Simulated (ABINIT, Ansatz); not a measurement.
# TiSnS3 (Pm-3m): zone-centre phonons, part 3 of 4

Which modes does TiSnS3 (Pm-3m) have at the zone centre?

ABINIT 10.8.3; DFT PBEsol, scalar-relativistic, plane waves, PseudoDojo norm-conserving pseudopotentials.

So far. Step 4 (Linear response at Γ): The acoustic modes at Γ come out as far as 4.1 cm⁻¹ from zero, where they should vanish, a small numerical error. The lowest optical mode is imaginary, 129i cm⁻¹, an instability at this level and on this k mesh. The relaxed cell has a = 4.681 Å (conventional setting).

The structure was built from a prototype and need not be the compound's stable phase.

## Step 5: Zone-centre analysis

anaddb reads the merged derivatives and imposes the acoustic sum rule.

File anaddb.abi:

```
ddb_filepath "gamma_DDB"
output_file "anaddb.abo"
outdata_prefix "anaddb"
asr 1
chneut 1
enunit 2
eivec 1
nph1l 1
qph1l 0.0 0.0 0.0 1.0
```

File mrgddb.in:

```
gamma_DDB
merged
2
dfpt_gammao_DDB
gso_DDB
```

Command:

```
$ mrgddb < mrgddb.in > mrgddb.log
$ OMP_NUM_THREADS=1 anaddb anaddb.abi > anaddb.log
```

anaddb.abo, the main output file:

```text
-outvars_anaddb: echo values of input variables ----------------------

 Miscellaneous information :
      enunit         2
       eivec         1
         asr         1
 First list of wavevector (reduced coord.) :
       nph1l         1
       qph1l
                     0.00000000E+00  0.00000000E+00  0.00000000E+00    1.000E+00

================================================================================

 read the DDB information and perform some checks

  ==== Info on the Cryst% object ====
 Real(R)+Recip(G) space primitive vectors, cartesian coordinates (Bohr,Bohr^-1):
 R(1)=  8.8464952  0.0000000  0.0000000  G(1)=  0.1130391  0.0000000  0.0000000
 R(2)=  0.0000000  8.8464952  0.0000000  G(2)=  0.0000000  0.1130391  0.0000000
 R(3)=  0.0000000  0.0000000  8.8464952  G(3)=  0.0000000  0.0000000  0.1130391
 Unit cell volume ucvol=  6.9233093E+02 bohr^3
 Angles (23,13,12)=  9.00000000E+01  9.00000000E+01  9.00000000E+01 degrees
 Time-reversal symmetry is present
 Reduced atomic positions [iatom, xred, symbol]:
    1)    0.0000000  0.0000000  0.0000000  Sn
    2)    0.5000000  0.5000000  0.5000000  Ti
    3)    0.5000000  0.5000000  0.0000000   S
    4)    0.5000000  0.0000000  0.5000000   S
    5)    0.0000000  0.5000000  0.5000000   S

 DDB file with 3 blocks has been read.

================================================================================

 Treat the first list of vectors

  Phonon wavevector (reduced coordinates) :  0.00000  0.00000  0.00000
 Phonon energies in Hartree :
  -5.862949E-04 -5.862949E-04 -5.862949E-04 -3.386434E-04 -3.386434E-04
  -3.386434E-04 -5.746133E-08 -5.742154E-08 -5.730200E-08  2.091963E-04
   2.091963E-04  2.091963E-04  1.712313E-03  1.712313E-03  1.712313E-03
 Phonon energies in meV     :
- -1.595390E+01 -1.595390E+01 -1.595390E+01 -9.214955E+00 -9.214955E+00
- -9.214955E+00 -1.563602E-03 -1.562520E-03 -1.559267E-03  5.692520E+00
-  5.692520E+00  5.692520E+00  4.659442E+01  4.659442E+01  4.659442E+01
 Phonon frequencies in cm-1    :
- -1.286768E+02 -1.286768E+02 -1.286768E+02 -7.432363E+01 -7.432363E+01
- -7.432363E+01 -1.261130E-02 -1.260257E-02 -1.257634E-02  4.591327E+01
-  4.591327E+01  4.591327E+01  3.758094E+02  3.758094E+02  3.758094E+02
 Phonon frequencies in Thz     :
- -3.857635E+00 -3.857635E+00 -3.857635E+00 -2.228166E+00 -2.228166E+00
- -2.228166E+00 -3.780774E-04 -3.778156E-04 -3.770291E-04  1.376445E+00
-  1.376445E+00  1.376445E+00  1.126648E+01  1.126648E+01  1.126648E+01
 Phonon energies in Kelvin  :
- -1.851373E+02 -1.851373E+02 -1.851373E+02 -1.069351E+02 -1.069351E+02
- -1.069351E+02 -1.814485E-02 -1.813229E-02 -1.809454E-02  6.605895E+01
-  6.605895E+01  6.605895E+01  5.407058E+02  5.407058E+02  5.407058E+02

 Eigendisplacements
 (will be given, for each mode : in cartesian coordinates
   for each atom the real part of the displacement vector,
   then the imaginary part of the displacement vector - absolute values smaller than 1.0d-7 are set to zero)
  Mode number    1   Energy   -5.862949E-04
 Attention : low frequency mode.
   (Could be unstable or acoustic mode)
-  1  0.00000000E+00  0.00000000E+00 -1.38261905E-03
-     0.00000000E+00  0.00000000E+00  0.00000000E+00
-  2  0.00000000E+00  0.00000000E+00 -4.17454418E-05
-     0.00000000E+00  0.00000000E+00  0.00000000E+00
-  3  0.00000000E+00  0.00000000E+00  8.77687439E-04
-     0.00000000E+00  0.00000000E+00  0.00000000E+00
-  4  0.00000000E+00  0.00000000E+00  2.15150250E-03
-     0.00000000E+00  0.00000000E+00  0.00000000E+00
-  5  0.00000000E+00  0.00000000E+00  2.15150250E-03
-     0.00000000E+00  0.00000000E+00  0.00000000E+00
  Mode number    2   Energy   -5.862949E-04
 Attention : low frequency mode.
   (Could be unstable or acoustic mode)
-  1  0.00000000E+00 -1.38261905E-03  0.00000000E+00
-     0.00000000E+00  0.00000000E+00  0.00000000E+00
-  2  0.00000000E+00 -4.17454418E-05  0.00000000E+00
-     0.00000000E+00  0.00000000E+00  0.00000000E+00
-  3  0.00000000E+00  2.15150250E-03  0.00000000E+00
-     0.00000000E+00  0.00000000E+00  0.00000000E+00
-  4  0.00000000E+00  8.77687439E-04  0.00000000E+00
-     0.00000000E+00  0.00000000E+00  0.00000000E+00
-  5  0.00000000E+00  2.15150250E-03  0.00000000E+00
-     0.00000000E+00  0.00000000E+00  0.00000000E+00
  Mode number    3   Energy   -5.862949E-04
 Attention : low frequency mode.
   (Could be unstable or acoustic mode)
-  1  1.38261905E-03  0.00000000E+00  0.00000000E+00
-     0.00000000E+00  0.00000000E+00  0.00000000E+00
-  2  4.17454418E-05  0.00000000E+00  0.00000000E+00
-     0.00000000E+00  0.00000000E+00  0.00000000E+00
-  3 -2.15150250E-03  0.00000000E+00  0.00000000E+00
-     0.00000000E+00  0.00000000E+00  0.00000000E+00
-  4 -2.15150250E-03  0.00000000E+00  0.00000000E+00
-     0.00000000E+00  0.00000000E+00  0.00000000E+00
-  5 -8.77687439E-04  0.00000000E+00  0.00000000E+00
-     0.00000000E+00  0.00000000E+00  0.00000000E+00
  Mode number    4   Energy   -3.386434E-04
 Attention : low frequency mode.
   (Could be unstable or acoustic mode)
-  1  0.00000000E+00  0.00000000E+00  0.00000000E+00
-     0.00000000E+00  0.00000000E+00  0.00000000E+00
-  2  0.00000000E+00  0.00000000E+00  0.00000000E+00
-     0.00000000E+00  0.00000000E+00  0.00000000E+00
-  3  0.00000000E+00  0.00000000E+00  0.00000000E+00
-     0.00000000E+00  0.00000000E+00  0.00000000E+00
-  4  0.00000000E+00  0.00000000E+00 -2.92470830E-03
-     0.00000000E+00  0.00000000E+00  0.00000000E+00
-  5  0.00000000E+00  0.00000000E+00  2.92470830E-03
-     0.00000000E+00  0.00000000E+00  0.00000000E+00
  Mode number    5   Energy   -3.386434E-04
 Attention : low frequency mode.
   (Could be unstable or acoustic mode)
-  1  0.00000000E+00  0.00000000E+00  0.00000000E+00
-     0.00000000E+00  0.00000000E+00  0.00000000E+00
-  2  0.00000000E+00  0.00000000E+00  0.00000000E+00
-     0.00000000E+00  0.00000000E+00  0.00000000E+00
-  3  0.00000000E+00  2.92470830E-03  0.00000000E+00
-     0.00000000E+00  0.00000000E+00  0.00000000E+00
-  4  0.00000000E+00  0.00000000E+00  0.00000000E+00
-     0.00000000E+00  0.00000000E+00  0.00000000E+00
-  5  0.00000000E+00 -2.92470830E-03  0.00000000E+00
-     0.00000000E+00  0.00000000E+00  0.00000000E+00
  Mode number    6   Energy   -3.386434E-04
 Attention : low frequency mode.
   (Could be unstable or acoustic mode)
-  1  0.00000000E+00  0.00000000E+00  0.00000000E+00
-     0.00000000E+00  0.00000000E+00  0.00000000E+00
-  2  0.00000000E+00  0.00000000E+00  0.00000000E+00
-     0.00000000E+00  0.00000000E+00  0.00000000E+00
-  3  2.92470830E-03  0.00000000E+00  0.00000000E+00
-     0.00000000E+00  0.00000000E+00  0.00000000E+00
-  4 -2.92470830E-03  0.00000000E+00  0.00000000E+00
-     0.00000000E+00  0.00000000E+00  0.00000000E+00
-  5  0.00000000E+00  0.00000000E+00  0.00000000E+00
-     0.00000000E+00  0.00000000E+00  0.00000000E+00
  Mode number    7   Energy   -5.746133E-08
 Attention : low frequency mode.
   (Could be unstable or acoustic mode)
-  1  0.00000000E+00  0.00000000E+00  1.44459264E-03
-     0.00000000E+00  0.00000000E+00  0.00000000E+00
-  2  0.00000000E+00  0.00000000E+00  1.44559506E-03
-     0.00000000E+00  0.00000000E+00  0.00000000E+00
-  3  0.00000000E+00  0.00000000E+00  1.44512936E-03
-     0.00000000E+00  0.00000000E+00  0.00000000E+00
-  4  0.00000000E+00  0.00000000E+00  1.44455417E-03
-     0.00000000E+00  0.00000000E+00  0.00000000E+00
-  5  0.00000000E+00  0.00000000E+00  1.44455417E-03
-     0.00000000E+00  0.00000000E+00  0.00000000E+00
  Mode number    8   Energy   -5.742154E-08
 Attention : low frequency mode.
   (Could be unstable or acoustic mode)
-  1  0.00000000E+00  1.44459264E-03  0.00000000E+00
-     0.00000000E+00  0.00000000E+00  0.00000000E+00
-  2  0.00000000E+00  1.44559506E-03  0.00000000E+00
-     0.00000000E+00  0.00000000E+00  0.00000000E+00
-  3  0.00000000E+00  1.44455417E-03  0.00000000E+00
-     0.00000000E+00  0.00000000E+00  0.00000000E+00
-  4  0.00000000E+00  1.44512936E-03  0.00000000E+00
-     0.00000000E+00  0.00000000E+00  0.00000000E+00
-  5  0.00000000E+00  1.44455417E-03  0.00000000E+00
-     0.00000000E+00  0.00000000E+00  0.00000000E+00
  Mode number    9   Energy   -5.730200E-08
 Attention : low frequency mode.
   (Could be unstable or acoustic mode)
-  1  1.44459264E-03  0.00000000E+00  0.00000000E+00
-     0.00000000E+00  0.00000000E+00  0.00000000E+00
-  2  1.44559506E-03  0.00000000E+00  0.00000000E+00
-     0.00000000E+00  0.00000000E+00  0.00000000E+00
-  3  1.44455418E-03  0.00000000E+00  0.00000000E+00
-     0.00000000E+00  0.00000000E+00  0.00000000E+00
-  4  1.44455418E-03  0.00000000E+00  0.00000000E+00
-     0.00000000E+00  0.00000000E+00  0.00000000E+00
-  5  1.44512936E-03  0.00000000E+00  0.00000000E+00
-     0.00000000E+00  0.00000000E+00  0.00000000E+00
  Mode number   10   Energy    2.091963E-04
-  1  0.00000000E+00  0.00000000E+00 -7.88957066E-04
-     0.00000000E+00  0.00000000E+00  0.00000000E+00
-  2  0.00000000E+00  0.00000000E+00  2.74658703E-03
-     0.00000000E+00  0.00000000E+00  0.00000000E+00
-  3  0.00000000E+00  0.00000000E+00  1.03662190E-03
-     0.00000000E+00  0.00000000E+00  0.00000000E+00
-  4  0.00000000E+00  0.00000000E+00 -1.11013708E-03
-     0.00000000E+00  0.00000000E+00  0.00000000E+00
-  5  0.00000000E+00  0.00000000E+00 -1.11013708E-03
-     0.00000000E+00  0.00000000E+00  0.00000000E+00
  Mode number   11   Energy    2.091963E-04
-  1  0.00000000E+00  7.88957066E-04  0.00000000E+00
-     0.00000000E+00  0.00000000E+00  0.00000000E+00
-  2  0.00000000E+00 -2.74658703E-03  0.00000000E+00
-     0.00000000E+00  0.00000000E+00  0.00000000E+00
-  3  0.00000000E+00  1.11013708E-03  0.00000000E+00
-     0.00000000E+00  0.00000000E+00  0.00000000E+00
-  4  0.00000000E+00 -1.03662190E-03  0.00000000E+00
-     0.00000000E+00  0.00000000E+00  0.00000000E+00
-  5  0.00000000E+00  1.11013708E-03  0.00000000E+00
-     0.00000000E+00  0.00000000E+00  0.00000000E+00
  Mode number   12   Energy    2.091963E-04
-  1  7.88957066E-04  0.00000000E+00  0.00000000E+00
-     0.00000000E+00  0.00000000E+00  0.00000000E+00
-  2 -2.74658703E-03  0.00000000E+00  0.00000000E+00
-     0.00000000E+00  0.00000000E+00  0.00000000E+00
-  3  1.11013708E-03  0.00000000E+00  0.00000000E+00
-     0.00000000E+00  0.00000000E+00  0.00000000E+00
-  4  1.11013708E-03  0.00000000E+00  0.00000000E+00
-     0.00000000E+00  0.00000000E+00  0.00000000E+00
-  5 -1.03662190E-03  0.00000000E+00  0.00000000E+00
-     0.00000000E+00  0.00000000E+00  0.00000000E+00
  Mode number   13   Energy    1.712313E-03
-  1  0.00000000E+00  0.00000000E+00  1.55015927E-05
-     0.00000000E+00  0.00000000E+00  0.00000000E+00
-  2  0.00000000E+00  0.00000000E+00  1.34987536E-03
-     0.00000000E+00  0.00000000E+00  0.00000000E+00
-  3  0.00000000E+00  0.00000000E+00 -3.62967191E-03
-     0.00000000E+00  0.00000000E+00  0.00000000E+00
-  4  0.00000000E+00  0.00000000E+00  7.78340863E-04
-     0.00000000E+00  0.00000000E+00  0.00000000E+00
-  5  0.00000000E+00  0.00000000E+00  7.78340863E-04
-     0.00000000E+00  0.00000000E+00  0.00000000E+00
  Mode number   14   Energy    1.712313E-03
-  1  0.00000000E+00  1.55015926E-05  0.00000000E+00
-     0.00000000E+00  0.00000000E+00  0.00000000E+00
-  2  1.67302585E-07  1.34987535E-03  0.00000000E+00
-     0.00000000E+00  0.00000000E+00  0.00000000E+00
-  3  0.00000000E+00  7.78340857E-04  0.00000000E+00
-     0.00000000E+00  0.00000000E+00  0.00000000E+00
-  4  0.00000000E+00 -3.62967188E-03  0.00000000E+00
-     0.00000000E+00  0.00000000E+00  0.00000000E+00
-  5 -4.49858935E-07  7.78340857E-04  0.00000000E+00
-     0.00000000E+00  0.00000000E+00  0.00000000E+00
  Mode number   15   Energy    1.712313E-03
-  1  1.55015926E-05  0.00000000E+00  0.00000000E+00
-     0.00000000E+00  0.00000000E+00  0.00000000E+00
-  2  1.34987535E-03 -1.67302585E-07  0.00000000E+00
-     0.00000000E+00  0.00000000E+00  0.00000000E+00
-  3  7.78340857E-04  0.00000000E+00  0.00000000E+00
-     0.00000000E+00  0.00000000E+00  0.00000000E+00
-  4  7.78340857E-04  4.49858935E-07  0.00000000E+00
-     0.00000000E+00  0.00000000E+00  0.00000000E+00
-  5 -3.62967188E-03  0.00000000E+00  0.00000000E+00
-     0.00000000E+00  0.00000000E+00  0.00000000E+00

 Analysis of degeneracies and characters (maximum tolerance=1.00E-06 a.u.)
 For each vibration mode, or group of modes if degenerate,
 the characters are given for each symmetry operation (see the list in the log file).
 Symmetry characters of vibration mode #   1
       degenerate with vibration modes #   2 to    3
  3.0 -3.0 -1.0  1.0 -1.0  1.0 -1.0  1.0  1.0 -1.0 -1.0  1.0  1.0 -1.0 -1.0  1.0
 -0.0  0.0 -0.0  0.0  0.0 -0.0  0.0 -0.0  1.0 -1.0 -1.0  1.0 -1.0  1.0  1.0 -1.0
 -0.0  0.0  0.0 -0.0  0.0 -0.0 -0.0  0.0  1.0 -1.0  1.0 -1.0 -1.0  1.0 -1.0  1.0
 Symmetry characters of vibration mode #   4
       degenerate with vibration modes #   5 to    6
  3.0 -3.0 -1.0  1.0 -1.0  1.0 -1.0  1.0 -1.0  1.0  1.0 -1.0 -1.0  1.0  1.0 -1.0
  0.0 -0.0  0.0 -0.0 -0.0  0.0 -0.0  0.0 -1.0  1.0  1.0 -1.0  1.0 -1.0 -1.0  1.0
  0.0 -0.0 -0.0  0.0 -0.0  0.0  0.0 -0.0 -1.0  1.0 -1.0  1.0  1.0 -1.0  1.0 -1.0
 Symmetry characters of vibration mode #   7
       degenerate with vibration modes #   8 to    9
  3.0 -3.0 -1.0  1.0 -1.0  1.0 -1.0  1.0  1.0 -1.0 -1.0  1.0  1.0 -1.0 -1.0  1.0
  0.0 -0.0  0.0 -0.0 -0.0  0.0 -0.0  0.0  1.0 -1.0 -1.0  1.0 -1.0  1.0  1.0 -1.0
  0.0 -0.0 -0.0  0.0 -0.0  0.0  0.0 -0.0  1.0 -1.0  1.0 -1.0 -1.0  1.0 -1.0  1.0
 Symmetry characters of vibration mode #  10
       degenerate with vibration modes #  11 to   12
  3.0 -3.0 -1.0  1.0 -1.0  1.0 -1.0  1.0  1.0 -1.0 -1.0  1.0  1.0 -1.0 -1.0  1.0
 -0.0  0.0 -0.0  0.0  0.0 -0.0 -0.0  0.0  1.0 -1.0 -1.0  1.0 -1.0  1.0  1.0 -1.0
 -0.0  0.0  0.0 -0.0 -0.0  0.0 -0.0  0.0  1.0 -1.0  1.0 -1.0 -1.0  1.0 -1.0  1.0
 Symmetry characters of vibration mode #  13
       degenerate with vibration modes #  14 to   15
  3.0 -3.0 -1.0  1.0 -1.0  1.0 -1.0  1.0  1.0 -1.0 -1.0  1.0  1.0 -1.0 -1.0  1.0
 -0.0  0.0 -0.0  0.0  0.0 -0.0  0.0 -0.0  1.0 -1.0 -1.0  1.0 -1.0  1.0  1.0 -1.0
 -0.0  0.0  0.0 -0.0  0.0 -0.0 -0.0  0.0  1.0 -1.0  1.0 -1.0 -1.0  1.0 -1.0  1.0
-
```

Wall time 0.51 s (1 thread of Arm Neoverse V1, shared host).

This step gave:

* lowest optical zone-centre mode: -128.7 cm⁻¹

No LO-TO term; unit eigenvectors of the mass-weighted matrix, from anaddb's displacements. The modes at Γ (shares of kinetic energy by element, %) (negative means imaginary):

```csv
mode,frequency (cm⁻¹),symmetry,Sn %,Ti %,S %
1,-128.7,T1u,41,0,59
2,-128.7,T1u,41,0,59
3,-128.7,T1u,41,0,59
4,-74.3,T2u,0,0,100
5,-74.3,T2u,0,0,100
6,-74.3,T2u,0,0,100
7,0.0,acoustic,45,18,37
8,0.0,acoustic,45,18,37
9,0.0,acoustic,45,18,37
10,45.9,T1u,13,66,21
11,45.9,T1u,13,66,21
12,45.9,T1u,13,66,21
13,375.8,T1u,0,16,84
14,375.8,T1u,0,16,84
15,375.8,T1u,0,16,84
```

Displacements in mode 2 (-128.7 cm⁻¹), the largest set to 1:
```
Sn1  0.00 -0.64  0.00
Ti2  0.00 -0.02  0.00
S3   0.00  1.00  0.00
S4   0.00  0.41  0.00
S5   0.00  1.00  0.00
```

Displacements in mode 14 (375.8 cm⁻¹), the largest set to 1:
```
Sn1  0.00  0.00  0.00
Ti2  0.00  0.37  0.00
S3   0.00  0.21  0.00
S4   0.00 -1.00  0.00
S5   0.00  0.21  0.00
```

The rule moves no optical mode by more than 0.3 cm⁻¹.

(Part 3 of 4 ends here.)

[Host names and launcher messages were left out of these logs when they were recorded.]

[Logs are printed without paths, hosts, clocks, repeated set-up lines and the standing remarks that a program may print on its own settings, such as how far it seeks lower states.]

[Hosts, paths, dates, database ids (printed as entryN), source tags and the programs' standing remarks are cut or masked in the printed files.]
